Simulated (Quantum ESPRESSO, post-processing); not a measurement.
# N on hollow sites of Mo(110), stepped through the coverage, part 2 of 2

Aim: how the results for N on hollow sites of Mo(110) change with the coverage.

Quantum ESPRESSO 7.5; plane-wave DFT, PBE, GBRV ultrasoft pseudopotentials.

So far. Step 8 (SCF with pw.x, 0.1111 ML): Inside the slab this potential holds the local part of the pseudopotentials, which can be repulsive at the nuclei; only its value in the vacuum has a meaning of its own. Step 9 (Relaxation with pw.x, 0.75 ML): The relaxation lowers the energy by 417 meV an atom. On the free atoms the largest force ends at 0.040 eV/Å.

## Step 10: SCF with pw.x, 0.75 ML

m7.esm.in

```
&control
  prefix = 'm7.esm'
  outdir = './out'
  pseudo_dir = './pseudo'
  calculation = 'scf'
  tprnfor = .true.
/
&system
  ibrav = 0
  nat = 15
  ntyp = 2
  ecutwfc = 40
  ecutrho = 200
  occupations = 'smearing'
  smearing = 'mv'
  degauss = 0.02
  assume_isolated = 'esm'
  esm_bc = 'bc1'
/
&electrons
  conv_thr = 1e-07
  mixing_beta = 0.25
  electron_maxstep = 160
  mixing_mode = 'local-TF'
  mixing_ndim = 12
/
ATOMIC_SPECIES
  Mo  95.9500  mo_pbe_v1.uspp.F.UPF
  N   14.0070  n_pbe_v1.2.uspp.F.UPF
CELL_PARAMETERS angstrom
  4.46690354560001 -3.15857778800000 0.00000000000000
  4.46690354560001 3.15857778800000 0.00000000000000
  0.00000000000000 0.00000000000000 20.17341427122881
ATOMIC_POSITIONS crystal
  Mo  0.830000000000 0.330000000000 -0.139122285900
  Mo  0.330000000000 0.830000000000 -0.139122285900
  Mo  0.330000000000 0.330000000000 -0.139122285900
  Mo  0.830000000000 0.830000000000 -0.139122285900
  Mo  0.080000000000 0.580000000000 -0.028409654700
  Mo  0.580000000000 0.080000000000 -0.028409654700
  Mo  0.580000000000 0.580000000000 -0.028409654700
  Mo  0.080000000000 0.080000000000 -0.028409654700
  Mo  0.824137100400 0.347437393100 0.081597990600
  Mo  0.347437393100 0.824137100400 0.081597990600
  Mo  0.323479956900 0.323479956900 0.090810740600
  Mo  0.844010904800 0.844010904800 0.089330283600
  N   0.016200892200 0.530740423600 0.139122285900
  N   0.530740423600 0.016200892200 0.139122285900
  N   0.523638328400 0.523638328400 0.135470658600
K_POINTS automatic
  5 5 1 0 0 0
```

The run is started by

```sh
> OMP_NUM_THREADS=1 mpirun -n 16 pw.x -nk 2 -in m7.esm.in > m7.esm.out
```

Run time: 2.2 min. Hardware: 16 MPI ranks of Arm Neoverse V2, shared host; peak memory 1.9 GiB.

This step gave:

- free energy: -23564.5228 eV
- Fermi energy: -5.366 eV
- vacuum line at the lower end of the cell, over the Fermi level: 4.708 eV
- vacuum line at the upper end of the cell, over the Fermi level: 6.024 eV

Inside the slab this potential holds the local part of the pseudopotentials, which can be repulsive at the nuclei; only its value in the vacuum has a meaning of its own.

## Step 11: Relaxing the ions, 1 ML

System of this step: Mo(110), 3 layers, 1 sites a cell, 1 N on hollow sites. The cell holds 4 atoms: 3 Mo and 1 N. Its edges and angles: a = 2.735 Å, b = 2.735 Å, c = 20.173 Å, α = 90.0°, β = 90.0°, γ = 70.5°. It derives from Mo. Vacuum lies along c.

m8.relax.in

```
&control
  prefix = 'm8.relax'
  outdir = './out'
  pseudo_dir = './pseudo'
  nstep = 70
  forc_conv_thr = 0.0015
  calculation = 'relax'
/
&system
  ibrav = 0
  nat = 4
  ntyp = 2
  ecutwfc = 40
  ecutrho = 200
  occupations = 'smearing'
  smearing = 'mv'
  degauss = 0.02
/
&electrons
  conv_thr = 1e-07
  mixing_beta = 0.3
  electron_maxstep = 120
  mixing_mode = 'local-TF'
/
&ions
/
ATOMIC_SPECIES
  Mo  95.9500  mo_pbe_v1.uspp.F.UPF
  N   14.0070  n_pbe_v1.2.uspp.F.UPF
CELL_PARAMETERS angstrom
  2.23345177280000 -1.57928889400000 0.00000000000000
  2.23345177280000 1.57928889400000 0.00000000000000
  0.00000000000000 0.00000000000000 20.17341427122881
ATOMIC_POSITIONS crystal
  Mo  0.660000000000 0.660000000000 0.347936232149 0 0 0
  Mo  0.160000000000 0.160000000000 0.458648863277 0 0 0
  Mo  0.660000000000 0.660000000000 0.569361494405
  N   0.000000000000 0.000000000000 0.652063767851
K_POINTS automatic
  9 9 1 0 0 0
```

The run is started by

```sh
> OMP_NUM_THREADS=1 mpirun -n 16 pw.x -nk 4 -in m8.relax.in > m8.relax.out
```

Run time: 2.1 min. Hardware: 16 MPI ranks; peak memory 0.97 GiB; 33 min of CPU time.

Relaxation path (22 of 24):

```tsv
step	energy less that of the first step (eV)	largest force (eV/Å)
1	0.0000	4.2882
2	-0.7663	4.6673
3	-1.4554	3.2839
4	-1.6932	2.8467
5	-1.8285	1.3064
6	-1.9163	1.0892
8	-1.9943	0.5863
9	-2.0027	0.4950
10	-2.0115	0.4395
11	-2.0237	0.3838
12	-2.0395	0.3131
13	-2.0572	0.2166
14	-2.0685	0.1149
15	-2.0689	0.1035
16	-2.0695	0.1199
17	-2.0704	0.1370
19	-2.0738	0.1680
20	-2.0765	0.1750
21	-2.0795	0.1661
22	-2.0822	0.1251
23	-2.0830	0.0727
24	-2.0831	0.0406
```

The atoms that moved most (Å):

```tsv
atom	dx	dy	dz	length
N4	0.329	0.000	-0.541	0.633
Mo3	0.139	0.000	0.106	0.175
```

Final coordinates:

```xyz
4
Lattice="2.2335 -1.5793 0.0000 2.2335 1.5793 0.0000 0.0000 0.0000 20.1734" Properties=species:S:1:pos:R:3
Mo    2.9482    0.0000    7.0191
Mo    0.7147    0.0000    9.2525
Mo    3.0867    0.0000   11.5924
N     0.3288    0.0000   12.6129
```

The relaxation lowers the energy by 521 meV an atom. On the free atoms the largest force ends at 0.041 eV/Å.

Read from the output:

```
free energy  : -5959.5863 eV
Fermi energy : 4.095 eV
```

## Step 12: SCF with pw.x, 1 ML

m8.esm.in

```
&control
  prefix = 'm8.esm'
  outdir = './out'
  pseudo_dir = './pseudo'
  calculation = 'scf'
  tprnfor = .true.
/
&system
  ibrav = 0
  nat = 4
  ntyp = 2
  ecutwfc = 40
  ecutrho = 200
  occupations = 'smearing'
  smearing = 'mv'
  degauss = 0.02
  assume_isolated = 'esm'
  esm_bc = 'bc1'
/
&electrons
  conv_thr = 1e-07
  mixing_beta = 0.25
  electron_maxstep = 160
  mixing_mode = 'local-TF'
  mixing_ndim = 12
/
ATOMIC_SPECIES
  Mo  95.9500  mo_pbe_v1.uspp.F.UPF
  N   14.0070  n_pbe_v1.2.uspp.F.UPF
CELL_PARAMETERS angstrom
  2.23345177280000 -1.57928889400000 0.00000000000000
  2.23345177280000 1.57928889400000 0.00000000000000
  0.00000000000000 0.00000000000000 20.17341427122881
ATOMIC_POSITIONS crystal
  Mo  0.660000000000 0.660000000000 -0.138644510800
  Mo  0.160000000000 0.160000000000 -0.027931879600
  Mo  0.691023702300 0.691023702300 0.088056554900
  N   0.073600193900 0.073600193900 0.138644510800
K_POINTS automatic
  9 9 1 0 0 0
```

The run is started by

```sh
> OMP_NUM_THREADS=1 mpirun -n 16 pw.x -nk 4 -in m8.esm.in > m8.esm.out
```

Run time: 17 s. Hardware: 16 MPI ranks; peak memory 0.96 GiB.

This step gave:

| Property | Result |
| --- | --- |
| free energy | -5959.5817 eV |
| Fermi energy | -5.563 eV |
| vacuum line at the lower end of the cell, over the Fermi level | 4.726 eV |
| vacuum line at the upper end of the cell, over the Fermi level | 6.399 eV |

Inside the slab this potential holds the local part of the pseudopotentials, which can be repulsive at the nuclei; only its value in the vacuum has a meaning of its own.

## Step 13: The series side by side

The series in one table:

```tsv
the coverage	adsorption energy an atom, from the free molecule (eV)	work function of the upper face (eV)	work function of the lower face (eV)
0 ML	-	4.715	4.715
0.1111 ML	-	4.817	4.754
0.1667 ML	-	4.892	4.758
0.25 ML	-	5.007	4.775
0.3333 ML	-	5.323	4.737
0.5 ML	-1.477	5.629	4.738
0.6667 ML	-1.215	5.788	4.698
0.75 ML	-1.029	6.024	4.708
1 ML	-0.7194	6.399	4.726
```

## Step 14: A check by hand

At 1 ML: E_ads = [-5959.5817 − 1 × (-5684.8478)]/1 − (-548.0290)/2 = -0.719 eV. Cells and meshes differ along the series, and any error of the slab's energy is multiplied by the number of slab cells an adsorbate, so no value is given under half a monolayer.

## Step 15: Summary of results

| Quantity | Value |
| --- | --- |
| adsorption energy an atom, from the free molecule, at 0.5 ML and at 1 ML | -1.48, -0.72 eV |
| work function of the upper face, at 0 ML and at 1 ML | 4.72, 6.40 eV |

What this shows: The series holds 9 members (PBE, GBRV ultrasoft). From 0.5 ML to 1 ML the adsorption energy an atom, from the free molecule rises from -1.48 to -0.72 eV. From 0 ML to 1 ML the work function of the upper face rises from 4.72 to 6.40 eV. The untouched lower face should keep its work function but moves by 0.08 eV, since the slab is thin and cells, meshes or relaxed layers differ between members; changes of the upper face are uncertain by about as much. Thin slabs, one site and one ordered pattern a coverage; no reconstruction or subsurface sites; meshes differ a little between cells.

[Logs are printed without paths, hosts, clocks, repeated set-up lines and the standing remarks that a program may print on its own settings, such as how far it seeks lower states.]

[Hosts, paths, dates, database ids (printed as entryN), source tags and the programs' standing remarks are cut or masked in the printed files.]

[Maps of the electrostatic potential energy from Ansatz leave out the sawtooth potential of an applied field or a dipole correction, so their vacuum need not be flat; planar profiles and work functions include it.]
